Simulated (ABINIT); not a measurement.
# A GW chain in ABINIT: PbO (P4/nmm)

Wanted: ground state, empty states, screening and self-energy for PbO (P4/nmm).

Calculated with ABINIT 10.8.3; PBE and many-body steps on it, plane waves.

The database entry behind the starting cell differs from later determinations by our own check (c about 1 % long), so it need not match the best structure at ambient conditions.

## (1) The starting structure

It takes space group P4/nmm (No. 129, tetragonal). Conventional cell: a = 3.960 Å, b = 3.960 Å, c = 5.070 Å, α = 90.00°, β = 90.00°, γ = 90.00°. Pb has 4 O at 2.32 Å nearest. Nearest to O lie 4 Pb at 2.32 Å. Farther neighbours and most contacts between anions are not listed.

 The runs that relaxed it are not among those shown. Spin-orbit coupling is left out unless a step names it.

## (2) Ground state

This step: ABINIT 10.8.3; DFT, PBE, plane waves, norm-conserving pseudopotentials.

The ground-state density comes first.

Contents of run.abi:

```
acell 3*1.0 Angstrom
rprim 
  3.960000000000 0.000000000000 0.000000000000
  0.000000000000 3.960000000000 0.000000000000
  0.000000000000 0.000000000000 5.070000000000
ntypat 2
znucl 82 8
natom 4
typat 1 1 2 2
xred 
  0.000000000000 0.500000000000 0.239357705921
  0.500000000000 0.000000000000 0.760642294079
  -0.000000000000 0.000000000000 0.000000000000
  0.500000000000 0.500000000000 0.000000000000
pp_dirpath "pseudos"
pseudos "Pb.upf, O.upf"
ecut 42
ngkpt 6 6 4
nshiftk 1
shiftk 0 0 0
kptopt 1
chksymbreak 0
nband 34
occopt 1
tolvrs 1e-10
nstep 60
prtwf 0
optforces 0
optstress 0
indata_prefix "in"
outdata_prefix "out"
tmpdata_prefix "tmp"
```

Started as:

```
> OMP_NUM_THREADS=1 mpirun -n 8 abinit run.abi > log
```

Numbers of over 12 decimals in the logs are rounded to 6 here.

Output:

```text
.Version 10.8.3 of ABINIT. v10.8.2 released Aug 2026.

 Symmetries : space group P4/n m m (#129); Bravais tP (primitive tetrag.)
================================================================================
 Values of the parameters that define the memory need of the present run
     intxc =       0    ionmov =       0      iscf =       7    lmnmax =       7
     lnmax =       7     mgfft =      60  mpssoang =       4    mqgrid =    3001
     natom =       4  nloc_mem =       1    nspden =       1   nspinor =       1
    nsppol =       1      nsym =      16    n1xccc =    2501    ntypat =       2
    occopt =       1   xclevel =       2
-    mband =          34        mffmem =           1         mkmem =           4
       mpw =        7004          nfft =      121500          nkpt =          30
================================================================================
  Rough estimation (10% accuracy) of disk space for files :
================================================================================

--------------------------------------------------------------------------------
------------- Echo of variables that govern the present computation ------------
--------------------------------------------------------------------------------
 -outvars: echo values of preprocessed input variables --------
            acell      1.8897261259E+00  1.8897261259E+00  1.8897261259E+00 Bohr

      chksymbreak           0
             ecut      4.20000000E+01 Hartree
-          fftalg         312

              ixc     -101130
              kpt      0.00000000E+00  0.00000000E+00  0.00000000E+00
                       1.66666667E-01  0.00000000E+00  0.00000000E+00
                       3.33333333E-01  0.00000000E+00  0.00000000E+00
                       5.00000000E-01  0.00000000E+00  0.00000000E+00
                       1.66666667E-01  1.66666667E-01  0.00000000E+00
                       3.33333333E-01  1.66666667E-01  0.00000000E+00
                       5.00000000E-01  1.66666667E-01  0.00000000E+00
                       3.33333333E-01  3.33333333E-01  0.00000000E+00
                       5.00000000E-01  3.33333333E-01  0.00000000E+00
   [... 19 further rows ...]
                       5.00000000E-01  3.33333333E-01  5.00000000E-01
                       5.00000000E-01  5.00000000E-01  5.00000000E-01
         kptrlatt        6    0    0      0    6    0      0    0    4
          kptrlen      3.83236458E+01
P           mkmem           4
            natom           4
            nband          34
            ngfft          45      45      60
             nkpt          30
            nstep          60
             nsym          16
           ntypat           2
              occ      2.000000  2.000000  2.000000  2.000000  2.000000  2.000000
                       2.000000  2.000000  2.000000  2.000000  2.000000  2.000000
                       2.000000  2.000000  2.000000  2.000000  2.000000  2.000000
                       2.000000  2.000000  2.000000  2.000000  2.000000  2.000000
                       2.000000  2.000000  2.000000  2.000000  0.000000  0.000000
                       0.000000  0.000000  0.000000  0.000000
        optforces           0
        optstress           0
            prtwf           0
            rprim      3.9600000000E+00  0.0000000000E+00  0.0000000000E+00
[...]
spgroup         129

           tolvrs      1.00000000E-10

             xred      0.0000000000E+00  5.0000000000E-01  2.3935770592E-01
[...]
znucl       82.00000    8.00000

================================================================================

 chkinp: Checking input parameters for consistency.

================================================================================
== DATASET  1 ==================================================================
-   mpi_nproc: 8, omp_nthreads: 1 (-1 if OMP is not activated)

--- !DatasetInfo
iteration_state: {dtset: 1, }
dimensions: {natom: 4, nkpt: 30, mband: 34, nsppol: 1, nspinor: 1, nspden: 1, mpw: 7004, }
cutoff_energies: {ecut:  42.0, pawecutdg:  -1.0, }
electrons: {nelect:   5.60000000E+01, charge:   0.00000000E+00, occopt:   1.00000000E+00, tsmear:   1.00000000E-02, }

 Real(R)+Recip(G) space primitive vectors, cartesian coordinates (Bohr,Bohr^-1):
 R(1)=  7.4833155  0.0000000  0.0000000  G(1)=  0.1336306  0.0000000  0.0000000
 R(2)=  0.0000000  7.4833155  0.0000000  G(2)=  0.0000000  0.1336306  0.0000000
 R(3)=  0.0000000  0.0000000  9.5809115  G(3)=  0.0000000  0.0000000  0.1043742
 Unit cell volume ucvol=  5.3653114E+02 bohr^3
 Angles (23,13,12)=  9.00000000E+01  9.00000000E+01  9.00000000E+01 degrees

 getcut: wavevector=  0.0000  0.0000  0.0000  ngfft=  45  45  60
         ecut(hartree)=     42.000   => boxcut(ratio)=   2.01544

--- Pseudopotential description ------------------------------------------------
- Pb Generated using ONCVPSP code by D. R. Hamann
- 82.00000  22.00000  220131                  znucl, zion, pspdat
12 -101130 3 -1 1692                          pspcod,pspxc,lmax,lloc,mmax
     nproj     2     2     2     1
  pspatm : epsatm=   27.21822286
         --- l  ekb(1:nproj) -->
[...]
3    9.337611
 pspatm: atomic psp has been read  and splines computed

- O Generated using ONCVPSP code by D. R. Hamann
-  8.00000   6.00000  171031                  znucl, zion, pspdat
12 -101130 2 -1 936                           pspcod,pspxc,lmax,lloc,mmax
     nproj     2     2     1     0
  pspatm : epsatm=    6.17005460
         --- l  ekb(1:nproj) -->
[...]
2   -1.331955
 pspatm: atomic psp has been read  and splines computed

   3.73948708E+03                                ecore*ucvol(ha*bohr**3)
--------------------------------------------------------------------------------

_setup2: Arith. and geom. avg. npw (full set) are    6975.521    6975.505

================================================================================

--- !BeginCycle
iteration_state: {dtset: 1, }
solver: {iscf: 7, nstep: 60, nline: 4, wfoptalg: 0, }
tolerances: {tolvrs: 1.00E-10, }

     iter   Etot(hartree)      deltaE(h)  residm     vres2
 ETOT  1  -451.87179594506    -4.519E+02 3.025E-01 2.599E+03
 ETOT  2  -451.71391977813     1.579E-01 4.155E-02 5.346E+03
 ETOT  3  -452.69672487888    -9.828E-01 1.154E-02 3.367E+02
 ETOT  4  -452.71846604055    -2.174E-02 5.689E-03 1.962E+02
 ETOT  5  -452.72418410447    -5.718E-03 4.023E-03 9.639E+01
 ETOT  6  -452.73664021261    -1.246E-02 1.958E-03 1.307E+00
 ETOT  7  -452.73703000994    -3.898E-04 8.321E-04 6.921E-02
 ETOT  8  -452.73702624826     3.762E-06 3.792E-04 8.262E-02
 ETOT  9  -452.73704273000    -1.648E-05 3.151E-04 5.221E-03
 ETOT 10  -452.73704304890    -3.189E-07 1.982E-04 5.719E-06
 ETOT 11  -452.73704304928    -3.738E-10 1.586E-03 5.397E-07
 ETOT 12  -452.73704304937    -9.072E-11 8.810E-05 3.285E-09
 ETOT 13  -452.73704304936     4.718E-12 4.049E-04 1.526E-10
 ETOT 14  -452.73704304937    -2.899E-12 3.079E-05 3.514E-12

 At SCF step   14       vres2   =  3.51E-12 < tolvrs=  1.00E-10 =>converged.

--- !ResultsGS
iteration_state: {dtset: 1, }
comment   : Summary of ground state results
lattice_vectors:
- [  7.4833155,   0.0000000,   0.0000000, ]
- [  0.0000000,   7.4833155,   0.0000000, ]
- [  0.0000000,   0.0000000,   9.5809115, ]
lattice_lengths: [   7.48332,    7.48332,    9.58091, ]
lattice_angles: [ 90.000,  90.000,  90.000, ] # degrees, (23, 13, 12)
lattice_volume:   5.3653114E+02
convergence: {deltae: -2.899E-12, res2:  3.514E-12, residm:  3.079E-05, diffor:  0.000E+00, }
etotal    :  -4.52737043E+02
entropy   :   0.00000000E+00
fermie    :   2.60970933E-01
cartesian_stress_tensor: null
pressure_GPa: null
xred      :
- [  0.0000E+00,   5.0000E-01,   2.3936E-01, Pb]
- [  5.0000E-01,   0.0000E+00,   7.6064E-01, Pb]
- [  0.0000E+00,   0.0000E+00,   0.0000E+00,  O]
- [  5.0000E-01,   5.0000E-01,   0.0000E+00,  O]
cartesian_forces: null
force_length_stats: {min: null, max: null, mean: null, }

 Integrated electronic density in atomic spheres:
 ------------------------------------------------
 Atom  Sphere_radius  Integrated_density
[...]
4        2.00000          6.12623101
================================================================================

 ----iterations are completed or convergence reached----

 Mean square residual over all n,k,spin=   51.727E-09; max=  30.794E-06
 reduced coordinates (array xred) for    4 atoms
       0.000000000000      0.500000000000      0.239357705921
       0.500000000000      0.000000000000      0.760642294079
       0.000000000000      0.000000000000      0.000000000000
       0.500000000000      0.500000000000      0.000000000000
 rms dE/dt=  0.0000E+00; max dE/dt=  0.0000E+00; dE/dt below (all hartree)
    1       0.000000000000      0.000000000000      0.000000000000
    2       0.000000000000      0.000000000000      0.000000000000
    3       0.000000000000      0.000000000000      0.000000000000
    4       0.000000000000      0.000000000000      0.000000000000

 cartesian coordinates (angstrom) at end:
    1      0.000000     1.980000     1.213544
    2      1.980000     0.000000     3.856456
    3      0.000000     0.000000     0.000000
    4      1.980000     1.980000     0.000000
 length scales=  1.889726125908  1.889726125908  1.889726125908 bohr
              =  1.000000000000  1.000000000000  1.000000000000 angstroms
 prteigrs : about to open file out_EIG
 Fermi (or HOMO) energy (hartree) =   0.26097   Average Vxc (hartree)=  -0.37442
 Eigenvalues (hartree) for nkpt=  30  k points:
 kpt#   1, nband= 34, wtk=  0.00694, kpt=  0.0000  0.0000  0.0000 (reduced coord)
  -4.83906   -4.83906   -2.69635   -2.69635   -2.69634   -2.69634   -2.69618   -2.69615
  -0.41289   -0.39311   -0.32927   -0.32927   -0.32711   -0.32697   -0.32393   -0.32125
  -0.32109   -0.32109   -0.32053   -0.27135   -0.00638    0.01101    0.10623    0.10623
   0.19774    0.20278    0.20278    0.26097    0.34971    0.46448    0.46515    0.46515
   0.50155    0.50155
 prteigrs : prtvol=0 or 1, do not print more k-points.

--- !EnergyTerms
iteration_state     : {dtset: 1, }
comment             : Components of total free energy in Hartree
kinetic             :  1.40342335639496E+02
hartree             :  1.32817757789559E+02
xc                  : -7.64593949579485E+01
Ewald energy        : -2.49058831330683E+02
psp_core            :  6.96974844142879E+00
local_psp           : -4.29677321560755E+02
non_local_psp       :  2.23286629295366E+01
total_energy        : -4.52737043049366E+02
total_energy_eV     : -1.23196025462796E+04
band_energy         : -5.76585385100321E+01

== END DATASET(S) ==============================================================
================================================================================

 -outvars: echo values of variables after computation  --------
           etotal     -4.5273704305E+02
            nband          34
             nkpt          30
          spgroup         129
 [... the other variables as echoed above ...]

 Calculation completed.
```

Run time: 26 s. Hardware: 8 MPI ranks of AMD EPYC 9R45, shared host; peak memory 0.85 GiB; 3.5 min of CPU time.

Numbers from this step:

```yaml
total_energy: -12319.6025 eV
gap: 1.117 eV
k_of_the_valence_top: 0, 0, 0
k_of_the_conduction_bottom: 0.5, 0.5, 0
least_direct_gap: 2.098 eV
```

The gap is indirect, with the least direct gap 0.98 eV higher.

[end of part 1 of 3]

[Paths, hosts, dates, memory and timing lines, banners, echoed tables and standing remarks are left out of the program output.]

[Logs are printed without paths, hosts, clocks, repeated set-up lines and the standing remarks that a program may print on its own settings, such as how far it seeks lower states.]

[Runs of the session that timed out or met a known fault of the program may be left out.]

[Hosts, paths, dates, database ids (printed as entryN), source tags and the programs' standing remarks are cut or masked in the printed files.]

[G0W0 gaps are taken among the corrected bands and points alone; a level outside them can change the order at an edge.]

[Where Ansatz stands beside ABINIT at settings called matched, ABINIT's density can come from a denser mesh and the files from another edition; pairs whose starting gaps differed by over 0.03 eV were left out, so agreement reads better than it is.]
